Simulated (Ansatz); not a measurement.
# F-SiC-F chair monolayer in a perpendicular field

Aim: how the F-SiC-F chair monolayer screens a field along its normal, and what the field does to its bands. A positive field points along +c.

Program: Ansatz 0.2.0. Level of theory: plane-wave DFT, PBE-D3(BJ), Ansatz PAW. Results are calculated unless marked as measured.

## Step 1: Starting point

The cell holds 4 atoms: 2 F, 1 C and 1 Si. Cell: a = 3.086 Å, b = 3.086 Å, c = 38.233 Å, α = 90.0°, β = 90.0°, γ = 120.0°. Vacuum lies along c.

## Step 2: Relaxing the slab

The starting cell is a guess, so the in-plane lattice and the atoms are relaxed first, with the slab cut off from its images along the normal.

The input, input.yaml:

```yaml
crystal:
  lattice:
    - [3.0855, 0.0, 0.0]
    - [-1.54275, 2.6721213834, 0.0]
    - [0.0, 0.0, 38.2333333339]
  atoms:
    - { symbol: F, position: [0.6666666667, 0.3333333333, 0.4524847428] }
    - { symbol: C, position: [0.6666666667, 0.3333333333, 0.4872711421] }
    - { symbol: Si, position: [0.3333333333, 0.6666666667, 0.5035745423] }
    - { symbol: F, position: [0.3333333333, 0.6666666667, 0.5475152572] }
  periodic: [true, true, false]
kpoints:
  mp_grid: { grid: [12, 12, 1] }
hamiltonian:
  xc: pbe
  dispersion: d3bj
scf:
  occupations: { method: fermi_dirac, width: 0.05 }
  convergence: { dr2_threshold: 1.0e-09 }
relax:
  f_tol: 0.004
  max_steps: 90
  cell: {}
output:
  write_potential: true
  write_density: true
  volumetric_format: npy
```

Command:

```bash
$ ansatz run input.yaml --threads 2 --pin off --max-ram 3072MiB --backend cpu --events-out ev --progress --plain --runs-dir out
```

Numbers of over 12 decimals in the logs are rounded to 6 here.

What it wrote:

```text
Warning: relax.cell: scf.convergence.dr2_threshold = 1e-9 eV is looser than the 2.15206747909e-10 eV advised for a relaxation that steers and ends on the stress (1e-10 eV for each atom of the cell: 4, times the square of relax.cell.stress_2d_tol = 0.05 N/m over 13.6 Å (the atoms' height at the walk's start and 5 Å past either face), 3.667e-2 GPa, over a crystal's default 0.05). What an SCF threshold leaves in a stress goes as its square root, and in the free energy as the threshold itself, and one threshold admits the most on a small cell: [figures from the program's tests cut] Set scf.convergence.dr2_threshold to 2.15206747909e-10 eV or tighter. [rest of the remark cut]
Engine: ansatz 0.2.0, x86_64-unknown-linux-gnu
Pseudopotentials: kind: paw
Pseudopotential: F, paw, valence charge 7, recommended cutoff 420 eV (normal), F.paw.azcp
Pseudopotential: C, paw, valence charge 4, recommended cutoff 420 eV (normal), C.paw.azcp
Pseudopotential: Si, paw, valence charge 4, recommended cutoff 420 eV (normal), Si.paw.azcp
Functional definition: PBE
  parameter kappa = 0.804
  parameter beta = 0.066725
  exchange = pbe_x(kappa = kappa, mu = beta*pi^2/3)
  correlation = pbe_c(beta = beta)
Crystal: 4 atoms, lattice volume = 315.227 Å³
Basis set: ecut = 420 eV, 6127 PW (Γ), exchange–correlation on 48×48×512 points (8 copies of the dense FFT grid, shifted against one another)
Bands: 15, of which v1, the nominal top of the filled ones, is band 11 counted from 1 (10 counted from 0)
Symmetry: 6 space group operations
Space group: P3m1 (ITA 156), of the structure as read, at distance tolerance 6.8e-5 Å
k-points: 19 of 144 (time reversal used)
Non-local potential: F, projectors of the file, l = 0: 2, l = 1: 2, l = 2: 1
Non-local potential: C, projectors of the file, l = 0: 2, l = 1: 2, l = 2: 1
Non-local potential: Si, projectors of the file, l = 0: 2, l = 1: 2, l = 2: 2
PAW form: soft (Blöchl's): semilocal exchange-correlation on the pseudo side does not see the compensation charge
PAW one-centre angular grid: F, 110 points (default); XC on 64 Gauss nodes
PAW one-centre angular grid: C, 110 points (default); XC on 64 Gauss nodes
PAW one-centre angular grid: Si, 110 points (default); XC on 64 Gauss nodes
Initial density: superposition of atomic densities (neutral atoms: chi_scale 0, normalization atom), corrected by the library's trained network
Initial wavefunctions: pseudopotential atomic-orbital guess
Functional: x = pbe(κ = 0.804, μ = 0.219515), c = pbe(β = 0.066725)
SCF iter   1: F=—  HF=-2503.309052 eV  |F-HF|=—  |Δ(HF+E_count)|=         —  Δρ=3.95e-3  dr2=1.70e-1  ethr=1.77e-3  ⟨swp⟩=14.3  Hψ=2949  notcnv=0
preconditioner: auto → Resta (q_TF=auto, 1.751 Å⁻¹)  ε∞=1.5  [insulator: Δε(μ)=1.747 eV  Ē_g=12.167 eV  σ=0.050 eV  W_gap=1.00  n_scr=20 (ndim 8)  ℏωp=8.9 eV  f_vac=0.829  D(μ)=0.00/eV (n_scr^D=0)  ε∞_Penn≈1.5  vacuum switching on, ρ_ref=1.1e-2 e/Å³]
SCF iter   2: F=—  HF=-2503.283042 eV  |F-HF|=—  |Δ(HF+E_count)|=   2.60e-2  Δρ=4.65e-3  dr2=6.96e-2  ethr=7.72e-4  ⟨swp⟩=4.7  Hψ=828  notcnv=0
SCF iter   3: F=—  HF=-2503.269605 eV  |F-HF|=—  |Δ(HF+E_count)|=   1.34e-2  Δρ=1.11e-3  dr2=2.88e-3  ethr=3.16e-4  ⟨swp⟩=4.5  Hψ=785  notcnv=0
SCF iter   4: F=—  HF=-2503.269759 eV  |F-HF|=—  |Δ(HF+E_count)|=   1.55e-4  Δρ=5.34e-4  dr2=6.61e-4  ethr=1.31e-5  ⟨swp⟩=3.4  Hψ=775  notcnv=0
SCF iter   5: F=—  HF=-2503.269801 eV  |F-HF|=—  |Δ(HF+E_count)|=   4.16e-5  Δρ=1.36e-4  dr2=3.63e-5  ethr=3.01e-6  ⟨swp⟩=3.3  Hψ=624  notcnv=0
SCF iter   6: F=—  HF=-2503.270033 eV  |F-HF|=—  |Δ(HF+E_count)|=   2.32e-4  Δρ=3.13e-5  dr2=1.99e-6  ethr=1.65e-7  ⟨swp⟩=3.1  Hψ=668  notcnv=0
SCF iter   7: F=—  HF=-2503.270107 eV  |F-HF|=—  |Δ(HF+E_count)|=   7.41e-5  Δρ=9.40e-6  dr2=1.82e-7  ethr=9.06e-9  ⟨swp⟩=2.9  Hψ=609  notcnv=0
SCF iter   8: F=—  HF=-2503.270107 eV  |F-HF|=—  |Δ(HF+E_count)|=   2.74e-7  Δρ=3.16e-6  dr2=1.42e-8  ethr=8.28e-10  ⟨swp⟩=3.0  Hψ=568  notcnv=0
SCF iter   9: F=-2503.270107 eV  HF=-2503.270107 eV  |F-HF|=3.91e-10  |Δ(HF+E_count)|=   4.94e-8  Δρ=6.07e-7  dr2=4.36e-10  ethr=4.55e-12  ⟨swp⟩=11.0  Hψ=2724  notcnv=0
SCF 1 converged in 9 iterations: F = -2503.270107 eV  dr2 = 4.36e-10
  greatest PAW one-centre occupation: 0.933 electrons in one spin orbital (limit 2), on the F atom at site 0 (counted from 0), in its partial waves of l = 0
relax step   1: F+E_penalty+E_count = -2503.27010738 eV  Δ(F+E_penalty+E_count) = +0.000e0 eV  max|allowed force component| = 3.755e0 eV/Å  Δτ_max = 0.0000 Å  P = +3.412 N/m  Ω = 315.227 Å³  fix = [c, alpha, beta]  reactions: c +0.000 N/m  (9 SCF iters, accepted)
Crystal: 4 atoms, lattice volume = 321.953 Å³
Basis set: ecut = 420 eV, 6235 PW (Γ), exchange–correlation on 48×48×512 points (8 copies of the dense FFT grid, shifted against one another)
Initial density: handed on by an earlier stage of this run
Initial wavefunctions: those handed on with the density
iter 1 solved again at ethr=1.92e-4 eV; its pass at ethr=3.10e-3 eV (dr2=4.23e-2 eV) is discarded
SCF iter   1: F=—  HF=-2503.496481 eV  |F-HF|=—  |Δ(HF+E_count)|=         —  Δρ=4.25e-3  dr2=4.29e-2  ethr=1.92e-4  ⟨swp⟩=2.5  Hψ=2501  notcnv=0
preconditioner: auto → Resta (q_TF=auto, 1.744 Å⁻¹)  ε∞=1.5  [insulator: Δε(μ)=1.767 eV  Ē_g=12.148 eV  σ=0.050 eV  W_gap=1.00  n_scr=20 (ndim 8)  ℏωp=8.8 eV  f_vac=0.833  D(μ)=0.00/eV (n_scr^D=0)  ε∞_Penn≈1.5  vacuum switching on, ρ_ref=1.1e-2 e/Å³]
SCF iter   2: F=—  HF=-2503.483129 eV  |F-HF|=—  |Δ(HF+E_count)|=   1.34e-2  Δρ=1.84e-3  dr2=3.85e-3  ethr=1.92e-4  ⟨swp⟩=3.9  Hψ=719  notcnv=0
SCF iter   3: F=—  HF=-2503.482748 eV  |F-HF|=—  |Δ(HF+E_count)|=   3.82e-4  Δρ=7.18e-4  dr2=1.14e-3  ethr=1.75e-5  ⟨swp⟩=3.2  Hψ=676  notcnv=0
SCF iter   4: F=—  HF=-2503.482649 eV  |F-HF|=—  |Δ(HF+E_count)|=   9.86e-5  Δρ=3.63e-4  dr2=3.07e-4  ethr=5.16e-6  ⟨swp⟩=2.8  Hψ=580  notcnv=0
SCF iter   5: F=—  HF=-2503.482624 eV  |F-HF|=—  |Δ(HF+E_count)|=   2.46e-5  Δρ=1.14e-4  dr2=2.01e-5  ethr=1.40e-6  ⟨swp⟩=3.0  Hψ=538  notcnv=0
SCF iter   6: F=—  HF=-2503.482887 eV  |F-HF|=—  |Δ(HF+E_count)|=   2.62e-4  Δρ=3.31e-5  dr2=1.87e-6  ethr=9.16e-8  ⟨swp⟩=2.9  Hψ=576  notcnv=0
SCF iter   7: F=—  HF=-2503.482957 eV  |F-HF|=—  |Δ(HF+E_count)|=   7.03e-5  Δρ=1.01e-5  dr2=1.56e-7  ethr=8.50e-9  ⟨swp⟩=3.2  Hψ=592  notcnv=0
SCF iter   8: F=—  HF=-2503.482957 eV  |F-HF|=—  |Δ(HF+E_count)|=   1.32e-7  Δρ=3.04e-6  dr2=1.48e-8  ethr=7.07e-10  ⟨swp⟩=3.3  Hψ=635  notcnv=0
SCF iter   9: F=-2503.482957 eV  HF=-2503.482957 eV  |F-HF|=6.97e-10  |Δ(HF+E_count)|=   1.85e-8  Δρ=6.18e-7  dr2=4.77e-10  ethr=4.55e-12  ⟨swp⟩=11.4  Hψ=2902  notcnv=0
[...]
relax step   5: F+E_penalty+E_count = -2503.56142014 eV  Δ(F+E_penalty+E_count) = -6.085e-4 eV  max|allowed force component| = 1.162e-2 eV/Å  Δτ_max = 0.0048 Å  P = -0.050 N/m  Ω = 328.152 Å³  energy of the carried Pulay correction = -8.719e-3 eV  fix = [c, alpha, beta]  reactions: c -0.000 N/m  (7 SCF iters, accepted)
[...]
relax step   6: F+E_penalty+E_count = -2503.56153236 eV  Δ(F+E_penalty+E_count) = -1.122e-4 eV  max|allowed force component| = 2.175e-3 eV/Å  Δτ_max = 0.0002 Å  P = -0.013 N/m  Ω = 327.998 Å³  energy of the carried Pulay correction = -8.617e-3 eV  fix = [c, alpha, beta]  reactions: c -0.000 N/m  (6 SCF iters, accepted)
[...]
relax step   7: F+E_penalty+E_count = -2503.57312347 eV  Δ(F+E_penalty+E_count) = -1.159e-2 eV  max|allowed force component| = 1.575e-3 eV/Å  Δτ_max = 0.0000 Å  P = +0.292 N/m  Ω = 327.998 Å³  fix = [c, alpha, beta]  reactions: c +0.000 N/m  stress off target by 2.92e-1 N/m on what of the cell is left free  SCF on the basis re-selected at this cell (its energy is not comparable with the rows above)  (7 SCF iters)
[...]
relax step   8: F+E_penalty+E_count = -2503.57265063 eV  Δ(F+E_penalty+E_count) = +4.728e-4 eV  max|allowed force component| = 1.495e-3 eV/Å  Δτ_max = 0.0006 Å  P = +0.027 N/m  Ω = 329.164 Å³  energy of the carried Pulay correction = -7.749e-4 eV  fix = [c, alpha, beta]  reactions: c +0.000 N/m  (7 SCF iters, accepted)
iter 1 solved again at ethr=6.09e-7 eV; its pass at ethr=3.10e-3 eV (dr2=1.34e-4 eV) is discarded
SCF iter   1: F=—  HF=-2503.573139 eV  |F-HF|=—  |Δ(HF+E_count)|=         —  Δρ=2.08e-5  dr2=1.52e-7  ethr=6.09e-7  ⟨swp⟩=4.8  Hψ=3958  notcnv=0
eigensolver tolerance schedule: the retry pair's looser diagonalisation over-reported the residual by 882.26 of it (diagonalisation noise at 0.21 of the residual, at the tolerance the schedule requests for it); recorded, not acted on — ethr = c·dr2/N_el stays at c = 1.0e-1
preconditioner: auto → Resta (q_TF=auto, 1.738 Å⁻¹)  ε∞=1.5  [insulator: Δε(μ)=1.941 eV  Ē_g=12.123 eV  σ=0.050 eV  W_gap=1.00  n_scr=20 (ndim 8)  ℏωp=8.7 eV  f_vac=0.833  D(μ)=0.00/eV (n_scr^D=0)  ε∞_Penn≈1.5  vacuum switching on, ρ_ref=1.1e-2 e/Å³]
SCF iter   2: F=—  HF=-2503.573390 eV  |F-HF|=—  |Δ(HF+E_count)|=   2.51e-4  Δρ=1.02e-5  dr2=5.24e-8  ethr=6.89e-10  ⟨swp⟩=4.6  Hψ=881  notcnv=0
SCF iter   3: F=—  HF=-2503.573442 eV  |F-HF|=—  |Δ(HF+E_count)|=   5.15e-5  Δρ=4.76e-6  dr2=2.60e-8  ethr=2.38e-10  ⟨swp⟩=3.0  Hψ=591  notcnv=0
SCF iter   4: F=—  HF=-2503.573461 eV  |F-HF|=—  |Δ(HF+E_count)|=   1.92e-5  Δρ=1.45e-6  dr2=3.98e-9  ethr=1.18e-10  ⟨swp⟩=2.7  Hψ=521  notcnv=0
iter 5 met the thresholds in force, and the SCF goes on: an eigenvalue changes by 1.70 meV, over its tolerance of 1.03 meV (output.eigenvalues, Limitations)
SCF iter   5: F=-2503.573465 eV  HF=-2503.573464 eV  |F-HF|=6.98e-7  |Δ(HF+E_count)|=   3.52e-6  Δρ=3.82e-7  dr2=1.26e-10  ethr=4.55e-12  ⟨swp⟩=17.2  Hψ=2857  notcnv=0
iter 6 met the thresholds in force, and the SCF goes on: an eigenvalue changes by 2.74 meV, over its tolerance of 1.00 meV (output.eigenvalues, Limitations)
SCF iter   6: F=-2503.573465 eV  HF=-2503.573465 eV  |F-HF|=9.07e-8  |Δ(HF+E_count)|=   6.08e-7  Δρ=9.47e-8  dr2=6.63e-12  ethr=1.00e-12  ⟨swp⟩=9.3  Hψ=2105  notcnv=0
Mixer restart at iter 6: flushing history
SCF iter   7: F=-2503.573465 eV  HF=-2503.573465 eV  |F-HF|=4.09e-12  |Δ(HF+E_count)|=   9.07e-8  Δρ=4.10e-8  dr2=4.68e-12  ethr=1.00e-12  ⟨swp⟩=9.2  Hψ=1899  notcnv=0
SCF 9 converged in 7 iterations: F = -2503.573465 eV  dr2 = 4.68e-12
relax step   9: F+E_penalty+E_count = -2503.57346496 eV  Δ(F+E_penalty+E_count) = -8.143e-4 eV  max|allowed force component| = 1.467e-3 eV/Å  Δτ_max = 0.0000 Å  P = +0.036 N/m  Ω = 329.164 Å³  fix = [c, alpha, beta]  reactions: c +0.000 N/m  stress off target by 3.63e-2 N/m on what of the cell is left free  SCF on the basis re-selected at this cell (its energy is not comparable with the rows above)  (7 SCF iters)
basis re-selected at this cell: Δ(F+E_penalty+E_count) = -8.143e-4 eV, ΔP = +0.010 N/m vs the last step (what re-selecting the basis moved, of the pressure what is left beyond the Pulay correction that the steps carried, after the strain that the cell walked since its last selection, with what the two solves' SCF thresholds leave and, on support functions, any second-order correction that the steps lacked; it is no m [...]
WARN: The output density's exchange-correlation potential varies sharply where the density is thin. Do not read a vacuum level from v_tot or v_xc, or from such a field of the output density. On a cell that repeats whose density bears no net charge and no dipole along the vacuum's axis use v_es (v_loc + v_h of the components); under efield.dipole_correction with no amplitude use v_es + v_field, which holds any externa [...]
SCF converged after 7 iterations
an eigenvalue changed by more than its tolerance at an iteration that met the thresholds in force, so the SCF went on 2 times, its first undamped step at iteration 6: the last check found none over its tolerance
Free energy (F): -2503.573465 eV
Harris-Foulkes:  -2503.573465 eV  (|F-HF|=4.09e-12)
Internal energy: -2503.573465 eV  (E = F + TS)
E sigma→0 (E₀):  -2503.573465 eV
Fermi energy:    -6.526981 eV
--- Per-component energies (eV) ---
  E_band       = -358.929506
  E_kinetic    = 544.940364
  E_local      = -41259.323155  (includes V_loc(G=0)·N_el)
  E_nonlocal   = 198.127496
  E_hartree    = 20304.245494
  E_xc         = -262.650357
  E_vxc        = -310.605091  (∫ρ·V_xc dr)
  E_paw        = -1012.480559  (= ΣΔE_a)
  E_vpaw       = -140.564259  (= ΣTr[D̂ρ^β])
  E_aug_tail   = 0.004135  (compensation charges beyond the density's cutoff)
  E_ewald      = 18983.931180
  E_disp       = -0.368062  (pairwise vdW)
  E_smearing   = -0.000000  (= −TS)
  E_closure    = 0.000000  (closes the sum)
  Σ components = -2503.573465   (vs F -2503.573465, Δ=0.00e0)
--- Forces (eV/Å), atoms counted from 1 ---
  atom   1  F     -0.00000000    -0.00000000     0.00148754
  atom   2  C      0.00000000     0.00000000    -0.00115193
  atom   3  Si     0.00000000    -0.00000000    -0.00025038
  atom   4  F     -0.00000000    -0.00000000    -0.00000209
  max |Σ_I F_I| component: 8.31e-5 eV/Å
--- 2D stress c σ (N/m, compression-positive) ---
        0.036347      -0.000000      -0.000000
       -0.000000       0.036347       0.000000
       -0.000000       0.000000       0.000000
  P = ½ c Tr σ = 0.0363 N/m
--- Band table (eV; the first three rows and the last of 19) ---
  k-point 0: bands = [... 7 lower, -11.5446, -11.5446, -7.5229, -7.5229, -5.5821, -1.7734 (-1.7734°), -0.3857, -0.1293]
  k-point 1: bands = [... 7 lower, -11.5869, -11.5555, -7.9197, -7.6207, -5.3254, -1.5517 (-1.5517°), -0.3937, -0.2018]
  k-point 2: bands = [... 7 lower, -11.6991, -11.5880, -8.7322, -7.8562, -4.8104, -1.4491 (-1.4491°), -0.4090, 0.2822]
  k-point 18: bands = [... 7 lower, -12.3329, -11.7209, -10.3737, -9.9801, -1.2467, -0.3834, 0.1040, 1.6293]
  ° read free of the cell's end (the report's vacuum.weakly_bound_levels)
--- Relaxed structure (7 steps of the walk, 7 accepted, 2 SCFs on fresh bases) ---
  F+E_penalty+E_count = -2503.57346496 eV   max|allowed force component| = 1.467e-3 eV/Å   (the final SCF, on the basis selected at the relaxed cell)
  cell:  # Å, volume = 329.1636 Å³
    - [3.152967, 0, 0]
    - [-1.576484, 2.730550, 0]
    - [0, 0, 38.2333333339]
  atoms:
    - { symbol: F, position: [0.666667, 0.333333, 0.451649] }
    - { symbol: C, position: [0.666667, 0.333333, 0.489155] }
    - { symbol: Si, position: [0.333333, 0.666667, 0.504073] }
    - { symbol: F, position: [0.333333, 0.666667, 0.545968] }
```

The job ended after 52 s (2 threads of Intel Xeon Platinum 8375C at 2.90GHz (Ice Lake), shared host; peak memory 0.59 GiB; 1.7 min of CPU time).

The steps of the relaxation:

| step | energy less that of the first step (eV) | largest force component (eV/Å) | volume (Å³) |
| --- | --- | --- | --- |
| 1 | 0.0000 | 3.7545 | 315.23 |
| 2 | -0.2129 | 1.7184 | 321.95 |
| 3 | -0.2842 | 0.4904 | 329.61 |
| 4 | -0.2907 | 0.1663 | 328.26 |
| 5 | -0.2913 | 0.0116 | 328.15 |
| 6 | -0.2914 | 0.0022 | 328.00 |
| 7* | -0.3030 | 0.0016 | 328.00 |
| 8 | -0.3025 | 0.0015 | 329.16 |
| 9* | -0.3034 | 0.0015 | 329.16 |

Relaxation steps marked * repeat the geometry before them on a plane-wave basis chosen anew for their cell, so energy and pressure can jump there.

The run keeps the 6 symmetry operations that it works with, so distortions that break them were not tested.

| cell as run | before | after | change |
| --- | --- | --- | --- |
| a (Å) | 3.086 | 3.153 | +2.2 % |
| b (Å) | 3.086 | 3.153 | +2.2 % |

The atoms that moved most (Å, along periodic axes as changes of fractional coordinates times the final cell, across vacuum about the mean position):

| atom | dx | dy | dz | length |
| --- | --- | --- | --- | --- |
| C2 | 0.000 | 0.000 | 0.072 | 0.072 |
| F4 | 0.000 | 0.000 | -0.059 | 0.059 |
| F1 | 0.000 | 0.000 | -0.032 | 0.032 |
| Si3 | 0.000 | 0.000 | 0.019 | 0.019 |

Final coordinates:

```xyz
4
Lattice="3.1530 0.0000 0.0000 -1.5765 2.7305 0.0000 0.0000 0.0000 38.2333" Properties=species:S:1:pos:R:3
F     1.5765    0.9102   17.2681
C     1.5765    0.9102   18.7020
Si    0.0000    1.8204   19.2724
F     0.0000    1.8204   20.8742
```

This step gave:

| Quantity | Value |
| --- | --- |
| gap on the k-mesh | 1.941 eV |

The lattice constant a goes from 3.086 to 3.153 Å.

[end of part 1 of 2]

[Logs are printed without paths, hosts, clocks, repeated set-up lines and the standing remarks that a program may print on its own settings, such as how far it seeks lower states.]

[Hosts, paths, dates, database ids (printed as entryN), source tags and the programs' standing remarks are cut or masked in the printed files.]

[Maps of the electrostatic potential energy from Ansatz leave out the sawtooth potential of an applied field or a dipole correction, so their vacuum need not be flat; planar profiles and work functions include it.]
